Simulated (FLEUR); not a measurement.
# Anisotropy of Co (c factor at fixed volume 1.15 on the database's cell) with FLEUR

Wanted: anisotropy for Co (c factor at fixed volume 1.15 on the database's cell), with the cost of each step.

Main program and level: FLEUR MaX-R8.1; PBE; all-electron FLAPW, Dirac cores, scalar-relativistic bands.

Report form: the programs' logs are mostly left out.

## (1) The structure

It takes space group P6_3/mmc (No. 194, hexagonal). Conventional cell: a = 2.338 Å, b = 2.338 Å, c = 4.680 Å, α = 90.00°, β = 90.00°, γ = 120.00°. Co has 6 Co at 2.34 Å nearest.

Coordinates:

```xyz
2
Lattice="2.3382 0.0000 0.0000 -1.1691 2.0249 0.0000 0.0000 0.0000 4.6804" Properties=species:S:1:pos:R:3 pbc="T T T"
Co    0.0000    1.3499    1.1701
Co    1.1691    0.6750    3.5103
```

The cell is strained on purpose: c factor at fixed volume 1.15 on the database's cell.

## (2) Self-consistent state

The force theorems are single passes in this state's potential, so it has to be converged first.

No symmetry is used, so that later steps may turn the spins freely; k and −k are joined. inpgen writes inp.xml from crystal.txt; cutoffs, mixing, functional, smearing and local orbitals are then set in the file. The k list scf (kpts.xml, not shown) is a Γ-centred 14×14×6 mesh; where the ranks do not divide the number of points, some are split in two of half the weight.

File inp.xml:

```
<?xml version="1.0" encoding="UTF-8" standalone="no"?>
<fleurInput fleurInputVersion="0.39">
   <comment>
      Co
   </comment>
   <calculationSetup>
      <cutoffs Kmax="3.81" Gmax="11.4" GmaxXC="11.4" numbands="0"/>
      <scfLoop itmax="110" minDistance="0.00002" maxIterBroyd="15" imix="Anderson" alpha="0.05" precondParam="0.0" spinf="2.0" sdNocoIR="T"/>
      <coreElectrons ctail="F" frcor="F" kcrel="0" coretail_lmax="0"/>
      <xcFunctional name="pbe" relativisticCorrections="F"/>
      <magnetism jspins="2" l_noco="F" l_ss="F">
         <qss>0.0 0.0 0.0</qss>
         <mtNocoParams l_mperp="F" l_mtNocoPot="F" l_relaxSQA="F" mag_mixing_scheme="0" mix_RelaxWeightOffD="1.0" l_constrained="F" mix_constr="1.0"/>
         <sourceFreeMag l_sourceFree="F" l_scaleMag="F" mag_scale="1.0"/>
      </magnetism>
      <soc l_soc="F" theta="0.0" phi="0.0" spav="F"/>
      <expertModes spex="0" secvar="F"/>
      <geometryOptimization l_f="F" forcealpha="1.0" forcemix="BFGS" epsdisp="0.00001" epsforce="0.00001"/>
      <ldaU l_linMix="F" mixParam="0.05" spinf="1.0"/>
   </calculationSetup>
   <cell>
      <bzIntegration valenceElectrons="34.0" mode="hist" fermiSmearingEnergy="0.00183747">
         <kPointListSelection listName="scf"/>
         <xi:include xmlns:xi="http://www.w3.org/2001/XInclude" href="kpts.xml"> </xi:include>
      </bzIntegration>
      <xi:include xmlns:xi="http://www.w3.org/2001/XInclude" href="sym.xml"> </xi:include>
      <bulkLattice scale="1.0">
         <bravaisMatrix>
            <row-1>    4.4184868675811284     0.0000000013039110     0.0000000000000000</row-1>
            <row-2>   -2.2092434349149510     3.8265218729601695     0.0000000000000000</row-2>
            <row-3>    0.0000000000000000     0.0000000000000000     8.8446458076859713</row-3>
         </bravaisMatrix>
      </bulkLattice>
   </cell>
   <atomSpecies>
      <species name="Cobalt (Co2.000" element="Co" atomicNumber="27">
         <mtSphere radius="2.15" gridPoints="711" logIncrement="0.017"/>
         <atomicCutoffs lmax="8" lnonsphr="6"/>
         <electronConfig flipSpins="F">
            <coreConfig>(1s1/2) (2s1/2) (2p1/2) (2p3/2)</coreConfig>
            <valenceConfig>(3s1/2) (3p1/2) (3p3/2) (4s1/2) (3d3/2) (3d5/2)</valenceConfig>
            <stateOccupation state="(3d3/2)" spinUp="1.5" spinDown="1.3"/>
            <stateOccupation state="(3d5/2)" spinUp="3.0" spinDown="1.2"/>
         </electronConfig>
         <energyParameters s="4" p="4" d="3" f="4"/>
         <lo type="SCLO" l="0" n="3" eDeriv="0"/>
         <lo type="SCLO" l="1" n="3" eDeriv="0"/>
      </species>
   </atomSpecies>
   <atomGroups>
      <atomGroup species="Cobalt (Co2.000">
         <relPos label="                   1">1.000/3.000 -1.000/3.000 1.000/4.000</relPos>
         <force calculate="T" relaxXYZ="TTT"/>
         <nocoParams  alpha="0.0" beta="0.0"/>
      </atomGroup>
      <atomGroup species="Cobalt (Co2.000">
         <relPos label="                   2">-1.000/3.000 1.000/3.000 -1.000/4.000</relPos>
         <force calculate="T" relaxXYZ="TTT"/>
         <nocoParams  alpha="0.0" beta="0.0"/>
      </atomGroup>
   </atomGroups>
   <output dos="F" band="F" slice="F">
      <bandDOS minEnergy="-.5*Htr" maxEnergy="0.5*Htr" sigma="0.015" storeEVData="T"/>
      <plotting iplot="0" polar="F">
         <plot TwoD="T" vec1="  1.0  0.0  0.0" vec2="  0.0  1.0  0.0" vec3="  0.0  0.0  1.0" zero="  0.0  0.0  0.0" file="plot"/>
      </plotting>
      <moessbauerParams electricFieldGradient="F" isomerShift="F" coreHyperfine="F" valenceHyperfine="F"/>
   </output>
</fleurInput>
```

File crystal.txt:

```
Co
&input film=F cartesian=F /
2.33816255703  0.00000000069  0.00000000000
-1.16908127911  2.02490817222  0.00000000000
0.00000000000  0.00000000000  4.68038500000
1.8897261246
1.0 1.0 1.0

2
27 0.33333333333  0.66666666667  0.25000000000 : 2.000
27 0.66666666667  0.33333333333  0.75000000000 : 2.000

&kpt div1=14 div2=14 div3=6 gamma=T /
```

Started as:

```sh
$ OMP_NUM_THREADS=1 inpgen -f crystal.txt -nosym -noco > inpgen.log  # inp.xml is then edited as shown
$ OMP_NUM_THREADS=1 mpirun -n 4 fleur_MPI > fleur.log
```

Elapsed: 95 s, on 4 MPI ranks of Intel Xeon 6975P-C (Granite Rapids), shared host; peak memory 0.49 GiB.

Numbers from this step:

```yaml
free_energy: -75836.2004 eV
program_s_band_gap_on_this_mesh_in_a_metal_only_a_level_spacing: 0 eV
magnetization: 3.317 μB
final_state: ferromagnetic
largest_moment: 1.718 μB
```

After 21 cycles the largest moment stands at 1.72 μB.

## (3) Anisotropy by the force theorem, rung 1

Anisotropy is a small difference, so it is taken from sums over occupied states at a frozen potential, where most errors cancel.

One pass with spin–orbit coupling for each direction, from the saved density. Inversion lets half of the mesh serve, which the program's warning doesn't know. The k list mae (kpts.xml, not shown) is a Γ-centred 19×19×8 mesh.

inp.xml, as its differences from that of step 2:

```diff
@@ -6,4 +6,4 @@
    <calculationSetup>
-      <cutoffs Kmax="3.81" Gmax="11.4" GmaxXC="11.4" numbands="0"/>
-      <scfLoop itmax="110" minDistance="0.00002" maxIterBroyd="15" imix="Anderson" alpha="0.05" precondParam="0.0" spinf="2.0" sdNocoIR="T"/>
+      <cutoffs Kmax="3.81" Gmax="11.4" GmaxXC="11.4" numbands="74"/>
+      <scfLoop itmax="1" minDistance="0.00002" maxIterBroyd="15" imix="Anderson" alpha="0.05" precondParam="0.0" spinf="2.0" sdNocoIR="T"/>
       <coreElectrons ctail="F" frcor="F" kcrel="0" coretail_lmax="0"/>
@@ -15,3 +15,3 @@
       </magnetism>
-      <soc l_soc="F" theta="0.0" phi="0.0" spav="F"/>
+      <soc l_soc="T" theta="0.0" phi="0.0" spav="F"/>
       <expertModes spex="0" secvar="F"/>
@@ -22,3 +22,3 @@
       <bzIntegration valenceElectrons="34.0" mode="hist" fermiSmearingEnergy="0.00183747">
-         <kPointListSelection listName="scf"/>
+         <kPointListSelection listName="mae"/>
          <xi:include xmlns:xi="http://www.w3.org/2001/XInclude" href="kpts.xml"> </xi:include>
@@ -68,2 +68,5 @@
    </output>
+   <forceTheorem>
+      <MAE theta="0.0 1.5707963 1.5707963 0.7853982" phi="0.0 0.0 0.5235988 0.0"/>
+   </forceTheorem>
 </fleurInput>
```

Started as:

```sh
$ OMP_NUM_THREADS=1 mpirun -n 4 fleur_MPI -warn_only > fleur.log
```

It took 80 s on 4 MPI ranks; peak memory 1.4 GiB; 5.3 min of CPU time.

Anisotropy energies, by row:

```tsv
axis	x	y	z	band energy less the first axis' (meV a cell)
[001]	0	0	1	0
[100]	1	0	0	-0.1191
[210]	0.866	0.5	0	-0.1189
45 degrees from [001] toward [100]	0.7071	0	0.7071	-0.05712
```

Indices are those of the standard conventional cell; x, y, z give the same directions in the axes of the input.

## (4) Energy against the direction of the moments, rung 2

A second rung shows how far the first can be trusted.

The k list mae (kpts.xml, not shown) is a Γ-centred 27×27×12 mesh.

inp.xml is that of step 3.

The job ended after 3.7 min (4 MPI ranks; peak memory 3.7 GiB).

Anisotropy energies, by row:

```tsv
axis	x	y	z	band energy less the first axis' (meV a cell)
[001]	0	0	1	0
[100]	1	0	0	-0.2056
[210]	0.866	0.5	0	-0.2057
45 degrees from [001] toward [100]	0.7071	0	0.7071	-0.1023
```

## (5) Spin–orbit coupling, moments along [001]

Spin–orbit coupling ties the spins to the lattice and lets orbital moments form.

A new self-consistent run of the start ferro ++, with the moments along z. The k list default-1 (kpts.xml, not shown) is a Γ-centred 27×27×12 mesh.

inp.xml, as its differences from that of step 2:

```diff
@@ -6,12 +6,8 @@
    <calculationSetup>
-      <cutoffs Kmax="3.81" Gmax="11.4" GmaxXC="11.4" numbands="0"/>
+      <cutoffs Kmax="3.81" Gmax="11.4" GmaxXC="11.4" numbands="74"/>
       <scfLoop itmax="110" minDistance="0.00002" maxIterBroyd="15" imix="Anderson" alpha="0.05" precondParam="0.0" spinf="2.0" sdNocoIR="T"/>
-      <coreElectrons ctail="F" frcor="F" kcrel="0" coretail_lmax="0"/>
+      <coreElectrons ctail="T" frcor="F" kcrel="0" coretail_lmax="0"/>
       <xcFunctional name="pbe" relativisticCorrections="F"/>
-      <magnetism jspins="2" l_noco="F" l_ss="F">
-         <qss>0.0 0.0 0.0</qss>
-         <mtNocoParams l_mperp="F" l_mtNocoPot="F" l_relaxSQA="F" mag_mixing_scheme="0" mix_RelaxWeightOffD="1.0" l_constrained="F" mix_constr="1.0"/>
-         <sourceFreeMag l_sourceFree="F" l_scaleMag="F" mag_scale="1.0"/>
-      </magnetism>
-      <soc l_soc="F" theta="0.0" phi="0.0" spav="F"/>
+      <magnetism jspins="2"/>
+      <soc l_soc="T" theta="0.0" phi="0.0" spav="F"/>
       <expertModes spex="0" secvar="F"/>
@@ -22,3 +18,3 @@
       <bzIntegration valenceElectrons="34.0" mode="hist" fermiSmearingEnergy="0.00183747">
-         <kPointListSelection listName="scf"/>
+         <kPointListSelection listName="default-1"/>
          <xi:include xmlns:xi="http://www.w3.org/2001/XInclude" href="kpts.xml"> </xi:include>
@@ -52,9 +48,4 @@
          <relPos label="                   1">1.000/3.000 -1.000/3.000 1.000/4.000</relPos>
-         <force calculate="T" relaxXYZ="TTT"/>
-         <nocoParams  alpha="0.0" beta="0.0"/>
-      </atomGroup>
-      <atomGroup species="Cobalt (Co2.000">
          <relPos label="                   2">-1.000/3.000 1.000/3.000 -1.000/4.000</relPos>
          <force calculate="T" relaxXYZ="TTT"/>
-         <nocoParams  alpha="0.0" beta="0.0"/>
       </atomGroup>
```

crystal.txt, as its differences from that of step 2:

```diff
@@ -12,2 +12,3 @@
 
-&kpt div1=14 div2=14 div3=6 gamma=T /
+&soc 0.0000000 0.0000000 /
+&kpt div1=27 div2=27 div3=12 gamma=T /
```

Started as:

```sh
$ OMP_NUM_THREADS=1 inpgen -f crystal.txt > inpgen.log  # inp.xml is then edited as shown
$ OMP_NUM_THREADS=1 mpirun -n 4 fleur_MPI > fleur.log
```

Run time: 3.9 min. Hardware: 4 MPI ranks; peak memory 0.9 GiB; 15 min of CPU time.

Read from the output:

```yaml
free_energy: -75836.2384 eV
program_s_band_gap_on_this_mesh_in_a_metal_only_a_level_spacing: 0 eV
magnetization: 3.335 μB
final_state: ferromagnetic
largest_moment: 1.727 μB
orbital_moment_along_the_spin: 0.05857 μB
```

Orbital moment in the sphere, along the spin axis by atom:

```tsv
atom	orbital moment in the sphere, along the spin axis (μB)
Co1	0.0586
Co2	0.0586
```

## (6) What came out

- reference state: ferromagnetic
- largest sphere moment: 1.72 μB
- easy direction of those tried: the plane normal to [001]
- energy along [100] less [001], force theorem: -0.206 meV a primitive cell
- orbital moment on the atom of largest spin, along its spin (spin–orbit run): 0.0586 μB

**Reading.** By the force theorem the moments prefer the plane normal to [001], with no direction in it resolved; shape anisotropy is not in it. The difference for the second direction goes from -0.12 meV (mesh 19×19×8, 74 states, 5.3 min of CPU time) to -0.21 meV (mesh 27×27×12, 74 states, 15 min), so it is not converged. The orbital moment is parallel to the spin, as Hund's third rule has it for a shell over half filled. The state was typed, and no other order was converged beside it, so it need not be the ground state.

[Logs and program files are shortened in this print: banners, set-up blocks, solver, clock and traceback lines can be left out without a mark of their own.]

[Logs are printed without paths, hosts, clocks, repeated set-up lines and the standing remarks that a program may print on its own settings, such as how far it seeks lower states.]

[Hosts, paths, dates, database ids (printed as entryN), source tags and the programs' standing remarks are cut or masked in the printed files.]

[Where a cell is said to come from a database of computed structures, the database is the Materials Project.]
